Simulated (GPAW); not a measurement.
**Optical response of TePb**

Aim: the dielectric function of TePb, and the optical constants that follow from it.

Method: DFT, LDA, plane-wave PAW (GPAW data sets), scalar-relativistic, RPA, optical limit, in GPAW 26.7.0.

### 1. The structure

Symmetry: Fm-3m, No. 225, cubic system. The conventional cell has a = 6.462 Å, b = 6.462 Å, c = 6.462 Å, α = 90.00°, β = 90.00°, γ = 90.00°. Nearest to Pb lie 6 Te at 3.23 Å. Nearest to Te lie 6 Pb at 3.23 Å. Farther neighbours and most contacts between anions are not listed.

### 2. Ground state

The self-consistent density comes first; it also tells whether there is a gap, which decides the occupations and the need for a Drude term.

This step: DFT, LDA, plane-wave PAW (GPAW data sets), scalar-relativistic, ground state (GPAW 26.7.0).

Contents of gs.py:

```python
from ase import Atoms
from ase.dft.bandgap import bandgap
from gpaw import GPAW, PW, FermiDirac

atoms = Atoms(['Pb', 'Te'],
              cell=[[0.00000000, 3.23100000, 3.23100000],
                    [3.23100000, 0.00000000, 3.23100000],
                    [3.23100000, 3.23100000, 0.00000000]],
              scaled_positions=[[0.00000000, 0.00000000, 0.00000000],
                                [0.50000000, 0.50000000, 0.50000000]],
              pbc=[True, True, True])
atoms.calc = GPAW(mode=PW(400), xc='LDA', kpts={'size': (6, 6, 6), 'gamma': True},
                  occupations=FermiDirac(0.05), maxiter=150, txt='gs.txt')
print('energy (eV)', atoms.get_potential_energy())
print('Fermi level (eV)', atoms.calc.get_fermi_level())
print('valence electrons', atoms.calc.get_number_of_electrons())
print('gap (eV)', bandgap(atoms.calc, output=None)[0])
print('direct gap (eV)', bandgap(atoms.calc, direct=True, output=None)[0])
atoms.calc.write('gs.gpw')
```

Launch:

```console
OMP_NUM_THREADS=1 python gs.py
```

Numbers of over 12 decimals in the logs are rounded to 6 here.

Log:

```text
__  _  _
 | _ |_)|_||  |
 |__||  | ||/\| - 26.7.0

Versions:
  Python: 3.12.14
  ASE:    3.29.0
  Numpy:  2.5.5
  Scipy:  1.18.1
  Libxc:  7.0.0

Input parameters:
  mode=PW(ecut=400.0),
  kpts=MonkhorstPack(size=(6, 6, 6), gamma=True),
  maxiter=150,
  occupations=Occupations(name='fermi-dirac', width=0.05, fixmagmom=False),
  xc=XC(name='LDA')

Diagonalizing LCAO Hamiltonian
Converting LCAO to pw mode

                 Te

       Pb

Atoms  # Å, Bohr magnetons
|   | symbol |        x |        y |        z |    initial magnetic moments |
| 0 |     Pb | 0.000000 | 0.000000 | 0.000000 | ( 0.0000,  0.0000,  0.0000) |
| 1 |     Te | 3.231000 | 3.231000 | 3.231000 | ( 0.0000,  0.0000,  0.0000) |

Unit cell  # Å
| periodic |        x |        y |        z |  lengths |    angles |
|      yes | 0.000000 | 3.231000 | 3.231000 | 4.569324 | 60.000000 |
|      yes | 3.231000 | 0.000000 | 3.231000 | 4.569324 | 60.000000 |
|      yes | 3.231000 | 3.231000 | 0.000000 | 4.569324 | 60.000000 |

Number of symmetries: 48
Symmetry operations  # r_c * U_cc + t_c -> r_c
|    | kind |            matrix            |
|  0 |  σ   |  1, 0, 0,  1, 0,-1,  1,-1, 0 |
|  1 |  C2  |  1, 0, 0,  1,-1, 0,  1, 0,-1 |
|  2 |  E   |  1, 0, 0,  0, 1, 0,  0, 0, 1 |
|  3 |  σ   |  1, 0, 0,  0, 0, 1,  0, 1, 0 |
|  4 |  C4  |  1, 0,-1,  1, 0, 0,  1,-1, 0 |
|  5 |  S6  |  1, 0,-1,  1,-1, 0,  1, 0, 0 |
|  6 |  σ   |  1, 0,-1,  0, 1,-1,  0, 0,-1 |
|  7 |  C3  |  1, 0,-1,  0, 0,-1,  0, 1,-1 |
|  8 |  S6  |  1,-1, 0,  1, 0, 0,  1, 0,-1 |
|  9 |  C4  |  1,-1, 0,  1, 0,-1,  1, 0, 0 |
| 10 |  C3  |  1,-1, 0,  0,-1, 1,  0,-1, 0 |
| 11 |  σ   |  1,-1, 0,  0,-1, 0,  0,-1, 1 |
| 12 |  σ   |  0, 1, 0,  1, 0, 0,  0, 0, 1 |
| 13 |  C4  |  0, 1, 0,  0, 1,-1, -1, 1, 0 |
| 14 |  C3  |  0, 1, 0,  0, 0, 1,  1, 0, 0 |
| 15 |  S6  |  0, 1, 0, -1, 1, 0,  0, 1,-1 |
| 16 |  C2  |  0, 1,-1,  1, 0,-1,  0, 0,-1 |
| 17 |  σ   |  0, 1,-1,  0, 1, 0, -1, 1, 0 |
| 18 |  S4  |  0, 1,-1,  0, 0,-1,  1, 0,-1 |
| 19 |  C4  |  0, 1,-1, -1, 1, 0,  0, 1, 0 |
| 20 |  C3  |  0, 0, 1,  1, 0, 0,  0, 1, 0 |
| 21 |  σ   |  0, 0, 1,  0, 1, 0,  1, 0, 0 |
| 22 |  S6  |  0, 0, 1,  0,-1, 1, -1, 0, 1 |
| 23 |  C4  |  0, 0, 1, -1, 0, 1,  0,-1, 1 |
| 24 |  S4  |  0, 0,-1,  1, 0,-1,  0, 1,-1 |
| 25 |  C3  |  0, 0,-1,  0, 1,-1,  1, 0,-1 |
| 26 |  C2  |  0, 0,-1,  0,-1, 0, -1, 0, 0 |
| 27 |  S6  |  0, 0,-1, -1, 0, 0,  0,-1, 0 |
| 28 |  S4  |  0,-1, 1,  1,-1, 0,  0,-1, 0 |
| 29 |  C4  |  0,-1, 1,  0, 0, 1, -1, 0, 1 |
| 30 |  C2  |  0,-1, 1,  0,-1, 0,  1,-1, 0 |
| 31 |  σ   |  0,-1, 1, -1, 0, 1,  0, 0, 1 |
| 32 |  C3  |  0,-1, 0,  1,-1, 0,  0,-1, 1 |
| 33 |  S6  |  0,-1, 0,  0, 0,-1, -1, 0, 0 |
| 34 |  S4  |  0,-1, 0,  0,-1, 1,  1,-1, 0 |
| 35 |  C2  |  0,-1, 0, -1, 0, 0,  0, 0,-1 |
| 36 |  C2  | -1, 1, 0,  0, 1, 0,  0, 1,-1 |
| 37 |  S6  | -1, 1, 0,  0, 1,-1,  0, 1, 0 |
| 38 |  S4  | -1, 1, 0, -1, 0, 1, -1, 0, 0 |
| 39 |  C3  | -1, 1, 0, -1, 0, 0, -1, 0, 1 |
| 40 |  S6  | -1, 0, 1,  0, 0, 1,  0,-1, 1 |
| 41 |  C2  | -1, 0, 1,  0,-1, 1,  0, 0, 1 |
| 42 |  C3  | -1, 0, 1, -1, 1, 0, -1, 0, 0 |
| 43 |  S4  | -1, 0, 1, -1, 0, 0, -1, 1, 0 |
| 44 |  C2  | -1, 0, 0,  0, 0,-1,  0,-1, 0 |
| 45 |  i   | -1, 0, 0,  0,-1, 0,  0, 0,-1 |
| 46 |  σ   | -1, 0, 0, -1, 1, 0, -1, 0, 1 |
| 47 |  C2  | -1, 0, 0, -1, 0, 1, -1, 1, 0 |

BZ-sampling:
  Number of BZ points: 216
  Number of IBZ points: 16

  Monkhorst-Pack size: [6, 6, 6]
  Monkhorst-Pack shift: [0.083333, 0.083333, 0.083333]

K-points  # in reciprocal-cell coordinates
|     |                                coordinates |     weight |
|   0 | (  0.00000000,   0.00000000,   0.00000000) | 0.00462963 |
|   1 | (  0.16666667,   0.16666667,   0.00000000) | 0.02777778 |
|   2 | (  0.16666667,   0.16666667,   0.16666667) | 0.03703704 |
|   3 | (  0.33333333,   0.16666667,   0.16666667) | 0.05555556 |
|   4 | (  0.33333333,   0.33333333,  -0.33333333) | 0.05555556 |
|   5 | (  0.33333333,   0.33333333,   0.00000000) | 0.02777778 |
|   6 | (  0.33333333,   0.33333333,   0.16666667) | 0.11111111 |
|   7 | (  0.33333333,   0.33333333,   0.33333333) | 0.03703704 |
|   8 | (  0.50000000,   0.33333333,  -0.33333333) | 0.11111111 |
|   9 | (  0.50000000,   0.33333333,  -0.16666667) | 0.05555556 |
| ... |                                            |            |
|  15 | (  0.50000000,   0.50000000,   0.50000000) | 0.01851852 |

Plane wave coefficients: 1243
Cutoff: 400.0 eV

Spin-components: 1 (collinear spins)
Bands:           13
Projectors:      11
Spin-degeneracy: 2
Datatype:        complex128

Parallelization:
  kpt:    1
  domain: 1
  band:   1

Density:
  Valence electrons: 20.0
  Components: 1
  Grid points: [24 24 24]
  Charge: 0.0  # |e|

Potential:
  Grid points: [24 24 24]

species:
  Pb:
    name:    Lead
    id:
    Z:       82.0
    valence: 14
    core:    68
    charge:  0.0  # [|e|]
    compensation charges:
      type: gauss
      rc: 0.38  # [Å]
      lmax: 2
    cutoffs:
      filter: 2.36  # [Å]
      core: 2.43  # [Å]
    projectors
    | kind |    occ | energy [eV] | rcut [Å] |
    |   6s |  2.000 |     -12.249 |    1.259 |
    |   6p |  2.000 |      -3.713 |    1.275 |
    |   5d | 10.000 |     -21.326 |    1.217 |
    |    s |        |      14.962 |    1.259 |
    |    p |        |      23.498 |    1.275 |
    |    d |        |       5.885 |    1.217 |

    Using partial waves for Pb as LCAO basis

  Te:
    name:    Tellurium
    id:
    Z:       52.0
    valence: 6
    core:    46
    charge:  0.0  # [|e|]
    compensation charges:
      type: gauss
      rc: 0.36  # [Å]
      lmax: 2
    cutoffs:
      filter: 2.09  # [Å]
      core: 3.17  # [Å]
    projectors
    | kind |    occ | energy [eV] | rcut [Å] |
    |   5s |  2.000 |     -15.337 |    1.180 |
    |   5p |  4.000 |      -6.113 |    1.196 |
    |    s |        |      11.875 |    1.180 |
    |    p |        |      21.098 |    1.196 |
    |    d |        |       0.000 |    1.238 |

    Using partial waves for Te as LCAO basis

Reference energy: -751608.429774  # eV

eigensolver:
  PPCG
  Converge bands: occupied
  niter=2

density mixing:
  MSR1-Mixer
  Pratt-step length: 0.05
  Maximum mixing coefficient: 0.75
  Old densities: 10
  SVD Regularization: 0.005
  Good broyden scale: 1.0
  Trust region scale: 1.0
  Backstep threshold: 4.0
  History deletion threshold: 6.0
  Fourier metric: weight=20.0, sigma=0.015

occupation numbers:
  Fermi-Dirac:
    width: 0.0500  # eV

poisson solver:
  ecut: 3200.0  # eV

xc functional:
  name: None

convergence criteria:
- Maximum [total energy] change in last 3 cyles: 0.0005 eV / valence electron
- Maximum integral of absolute [dens]ity change: 0.0001 electrons / valence electron
- Maximum integral of absolute [eigenst]ate change: 4e-08 eV^2 / valence electron
maximum number of iterations: 150

SCF iterations
|iter     |      energy | eigst |  dens |
|iter:   1||   -9.106862 | -0.07 |       |
|iter:   2||   -9.087609 | -1.87 | -1.37 |
|iter:   3||   -8.995458 | -1.99 | -1.42 |
|iter:   4||   -8.994039 | -3.81 | -1.96 |
|iter:   5||   -8.993921c| -4.73 | -2.43 |
|iter:   6||   -8.993924c| -5.74 | -3.31 |
|iter:   7||   -8.993924c| -6.97 | -3.88 |
|iter:   8||   -8.993924c| -7.96c| -4.46c|

Converged in 8 steps
SCF loop duration: 3.979 s (0.497 s/step)
Energy contributions relative to reference atoms: (reference = -751608.429774)

Energy contributions:
  Kinetic:          16.102501
  Coulomb:         -16.836084
  Zero:              0.180462
  External:          0.000000
  Xc:               -8.440774
  Entropy:          -0.000058
  Spinorbit:         0.000000
  ----------------------------
  Free energy:      -8.993954
  Extrapolated:     -8.993924

dipole moment: (-27.419551, -27.419551, -27.419551)  # |e|*Ang

Fermi level: 5.645
Eigenvalues  # (at kpt = [0.000, 0.000, 0.000])
| band index |      eig [eV] | occ [0-2] |
|          0 |       -11.284 |     2.000 |
|        ... |               |           |
|          2 |       -11.265 |     2.000 |
|          3 |       -11.265 |     2.000 |
|          4 |       -11.265 |     2.000 |
|          5 |        -6.723 |     2.000 |
|          6 |        -0.351 |     2.000 |
|          7 |         3.982 |     2.000 |
|          8 |         3.982 |     2.000 |
|          9 |         3.982 |     2.000 |
|         10 |         9.300 |     0.000 |
|         11 |         9.300 |     0.000 |
|         12 |         9.300 |     0.000 |

Gap: 0.617 eV
Transition (v -> c):
  (s=0, k=15, n=9, [0.50, 0.50, 0.50]) -> (s=0, k=15, n=10, [0.50, 0.50, 0.50])
No difference between direct/indirect transitions

--- standard output ---
energy (eV) -8.993924
Fermi level (eV) 5.644674
valence electrons 20.0
gap (eV) 0.616531
direct gap (eV) 0.616531
```

Elapsed: 5.2 s, on 1 thread of Arm Neoverse V2, shared host; peak memory 0.14 GiB.

Numbers from this step:

```
energy                 : -8.994 eV
Fermi energy           : 5.645 eV
gap on the k-mesh      : 0.6165 eV
direct gap on the mesh : 0.6165 eV
electrons              : 20
```

There is a gap, 0.62 eV on this mesh (points off the mesh can give less), so no carriers' term is needed.

### 3. Dielectric function, RPA

Transitions between filled and empty bands, summed over the zone, give the optical response, so mesh, band count and broadening shape it.

The induced potential is part of this response.

This step: DFT, LDA, plane-wave PAW (GPAW data sets), scalar-relativistic, RPA, optical limit (GPAW 26.7.0).

Contents of df.py:

```python
from gpaw.response.df import DielectricFunction

df = DielectricFunction('full.gpw', frequencies={'type': 'nonlinear', 'domega0': 0.03, 'omega2': 8},
                        ecut=50,
                        eta=0.05,
                        nbands=43,
                        txt='df.txt')
for direction in ['x']:
    df.get_dielectric_function(xc='RPA', direction=direction, filename=f'df_{direction}.csv')
```

Launch:

```console
OMP_NUM_THREADS=1 python df.py
```

Log:

```text
Using integrator: PointIntegrator
NonLinearFrequencyDescriptor(from 0.000 to 49.084 eV, 463 points)
Nonperiodic BCs:  [False False False]
Using integrator: PointIntegrator
NonLinearFrequencyDescriptor(from 0.000 to 49.084 eV, 463 points)
Nonperiodic BCs:  [False False False]

Calculating chi0 body with:
    Ground state adapter containing:
    Number of spins: 1
    Number of kpoints: 4096
    Number of irreducible kpoints: 145
    Number of completely occupied states: 10
    Number of partially occupied states: 10

    Linear response parametrization:
    q_c: [0.0, 0.0, 0.0]
    Number of frequency points: 463
    Planewave cutoff: 50.0
    Number of bands: 43
    Number of planewaves: 59
    Broadening (eta): 0.05

Integrating chi0 body.

Symmetries of q_c:
    Direct symmetries (Uq -> q): 48
    Indirect symmetries (TUq -> q): 0
In total 48 allowed symmetries.

145 groups of equivalent kpoints. 96.4599609375% reduction.

Integral kind: spectral function

Calculating chi0 optical extensions with:
    Ground state adapter containing:
    Number of spins: 1
    Number of kpoints: 4096
    Number of irreducible kpoints: 145
    Number of completely occupied states: 10
    Number of partially occupied states: 10

    Linear response parametrization:
    Number of frequency points: 463
    Planewave cutoff: 50.0
    Number of bands: 43
    Number of planewaves: 59
    Broadening (eta): 0.05
Integrating chi0 head and wings.

Symmetries of q_c:
    Direct symmetries (Uq -> q): 48
    Indirect symmetries (TUq -> q): 0
In total 48 allowed symmetries.

145 groups of equivalent kpoints. 96.4599609375% reduction.

Integral kind: spectral function wings
```

Elapsed: 29 s, on 1 thread; peak memory 0.31 GiB.

Numbers from this step:

```
electronic dielectric constant ε∞, mean over x, y and z (by symmetry where fewer were run) : 30.16
centre of weight of the strongest loss peak in the window                                  : 14.26 eV
```

The Im ε, E ∥ x has structure finer than the step of the table below, so its rows give means over 1 eV, whole bins alone (the curve runs from 0 to 25.0 eV). Peaks (eV: height): 1.7: 90.1.

Sum at mesh points, not converged in k; values under the direct gap are tails of Lorentzian lines. Table of Im ε, E ∥ x by photon energy; means over each step:

photon energy (eV), Im ε, E ∥ x and a bar:
```
        1        9.5 #####
        2       57.5 ##############################
        3       11.8 ######
        4        3.8 ##
        5        1.8 #
        6        2.8 #
        7        3.6 ##
        8        2.1 #
        9        1.3 #
       10        1.2 #
       11        0.9 
       12        0.7 
       13        0.5 
       14        0.4 
       15        0.3 
       16        0.3 
       17        0.3 
       18        0.5 
       19        0.4 
       20        0.4 
       21        0.4 
       22        0.3 
       23        0.2 
       24        0.2
```

The reflectivity at normal incidence, E ∥ x has structure finer than the step of the table below, so its rows give means over 0.5 eV, whole bins alone (the curve runs from 0 to 25.0 eV). Peaks (eV: height): 2.59: 83.2, 3.94: 82.0, 7.91: 49.9, 11.25: 41.8, 14.13: 30.2.

Sum at mesh points, not converged in k. Table of reflectivity at normal incidence, E ∥ x by photon energy; means over each step:

| photon energy (eV) | reflectivity at normal incidence, E ∥ x (%) |
| --- | --- |
| 0.5 | 49.4 |
| 1.0 | 54.5 |
| 1.5 | 64.8 |
| 2.0 | 73.3 |
| 2.5 | 76.9 |
| 3.0 | 77.7 |
| 3.5 | 74.8 |
| 4.0 | 76.8 |
| 4.5 | 72.0 |
| 5.0 | 58.1 |
| 5.5 | 35.7 |
| 6.0 | 26.0 |
| 6.5 | 29.3 |
| 7.0 | 36.4 |
| 7.5 | 43.3 |
| 8.0 | 46.1 |
| 8.5 | 45.2 |
| 9.0 | 39.4 |
| 9.5 | 35.1 |
| 10.0 | 34.5 |
| 10.5 | 35.7 |
| 11.0 | 34.8 |
| 11.5 | 33.5 |
| 12.0 | 32.9 |
| 12.5 | 28.2 |
| 13.0 | 26.0 |
| 13.5 | 24.7 |
| 14.0 | 23.3 |
| 14.5 | 16.6 |
| 15.0 | 11.4 |
| 15.5 | 7.33 |
| 16.0 | 5.67 |
| 16.5 | 4.58 |
| 17.0 | 3.55 |
| 17.5 | 2.73 |
| 18.0 | 3.67 |
| 18.5 | 4.99 |
| 19.0 | 4.77 |
| 19.5 | 4.03 |
| 20.0 | 3.77 |
| 20.5 | 3.88 |
| 21.0 | 4.54 |
| 21.5 | 3.75 |
| 22.0 | 3.92 |
| 22.5 | 3.61 |
| 23.0 | 2.82 |
| 23.5 | 2.33 |
| 24.0 | 2.03 |
| 24.5 | 2.01 |

The Im ε, E ∥ x has structure finer than the step of the table below, so its rows give means over 1 eV, whole bins alone (the curve runs from 0 to 25.0 eV). Peaks (eV: height): without local fields 1.7: 104; with local fields 1.7: 90.1.

Sum at mesh points, not converged in k; values under the direct gap are tails of Lorentzian lines. Table of Im ε, E ∥ x by photon energy; means over each step:

| photon energy (eV) | without local fields | with local fields |
| --- | --- | --- |
| 1 | 10.6 | 9.45 |
| 2 | 61.7 | 57.5 |
| 3 | 11.2 | 11.8 |
| 4 | 3.65 | 3.76 |
| 5 | 2.10 | 1.83 |
| 6 | 4.00 | 2.77 |
| 7 | 4.68 | 3.60 |
| 8 | 2.32 | 2.11 |
| 9 | 1.74 | 1.34 |
| 10 | 1.56 | 1.24 |
| 11 | 0.947 | 0.900 |
| 12 | 0.744 | 0.690 |
| 13 | 0.560 | 0.550 |
| 14 | 0.413 | 0.396 |
| 15 | 0.364 | 0.303 |
| 16 | 0.288 | 0.320 |
| 17 | 0.220 | 0.335 |
| 18 | 0.493 | 0.485 |
| 19 | 0.416 | 0.432 |
| 20 | 0.383 | 0.396 |
| 21 | 0.333 | 0.381 |
| 22 | 0.258 | 0.316 |
| 23 | 0.179 | 0.235 |
| 24 | 0.146 | 0.224 |

The loss function −Im 1/ε at q → 0, E ∥ x has structure finer than the step of the table below, so its rows give means over 1 eV, whole bins alone (the curve runs from 0 to 25.0 eV). Peaks (eV: height): 13.7: 2.67, 14.2: 3.47, 19.0: 1.12.

Sum at mesh points, not converged in k; values under the direct gap are tails of Lorentzian lines. Table of loss function −Im 1/ε at q → 0, E ∥ x by energy loss; means over each step:

| energy loss (eV) | loss function −Im 1/ε at q → 0, E ∥ x |
| --- | --- |
| 1 | 0.00297 |
| 2 | 0.0146 |
| 3 | 0.0297 |
| 4 | 0.0569 |
| 5 | 0.214 |
| 6 | 0.353 |
| 7 | 0.243 |
| 8 | 0.286 |
| 9 | 0.465 |
| 10 | 0.615 |
| 11 | 0.792 |
| 12 | 1.20 |
| 13 | 1.69 |
| 14 | 2.52 |
| 15 | 2.10 |
| 16 | 1.21 |
| 17 | 0.886 |
| 18 | 0.850 |
| 19 | 1.04 |
| 20 | 0.915 |
| 21 | 0.998 |
| 22 | 0.908 |
| 23 | 0.694 |
| 24 | 0.549 |

Optical constants at common wavelengths, from n + ik = √ε:

| wavelength (nm) | n | k | R (%) | 1/α |
| --- | --- | --- | --- | --- |
| 800 | 8.42 | 2.674 | 64.9 | 24 nm |
| 633 | 4.98 | 6.392 | 74.0 | 7.9 nm |
| 532 | 3.72 | 5.554 | 72.0 | 7.6 nm |
| 450 | 1.77 | 4.591 | 75.4 | 7.8 nm |
| 405 | 1.35 | 4.161 | 76.3 | 7.7 nm |
| 308 | 0.51 | 2.617 | 77.6 | 9.4 nm |
| 193 | 1.19 | 1.263 | 25.5 | 12 nm |

Below the direct gap, k and the depth come from the tails of the Lorentzian lines, not from transitions.

### 4. Summary of results

```
electronic dielectric constant ε∞, mean over x, y and z (by symmetry where fewer were run) (RPA) : 30.2
centre of weight of the strongest loss peak in the window, first axis                            : 14.3 eV
```

What this shows: At this level (LDA, RPA) TePb has ε∞ = 30.2 and n = 6.14 at 1550 nm. On the mesh the gap is 0.62 eV and the least direct gap 0.62 eV. Local fields change the static value along x from 32.52 to 30.16 (-7 %). Excitons and phonon-assisted transitions are missing; LDA gaps are as a rule too small, which pulls the onset down and ε∞ up, while the missing spin-orbit coupling works the other way with such heavy atoms. Spin-orbit coupling is left out although heavy atoms are present. The sum runs over mesh points 0.11 Å⁻¹ apart with no interpolation, so peaks are partly noise of the mesh; over so small a direct gap single mesh points weigh heavily, so ε∞, n and their changes from run to run can be far off.

[Machine, clock and banner lines and Python warnings are left out of the logs.]

[Logs are printed without paths, hosts, clocks, repeated set-up lines and the standing remarks that a program may print on its own settings, such as how far it seeks lower states.]

[Hosts, paths, dates, database ids (printed as entryN), source tags and the programs' standing remarks are cut or masked in the printed files.]
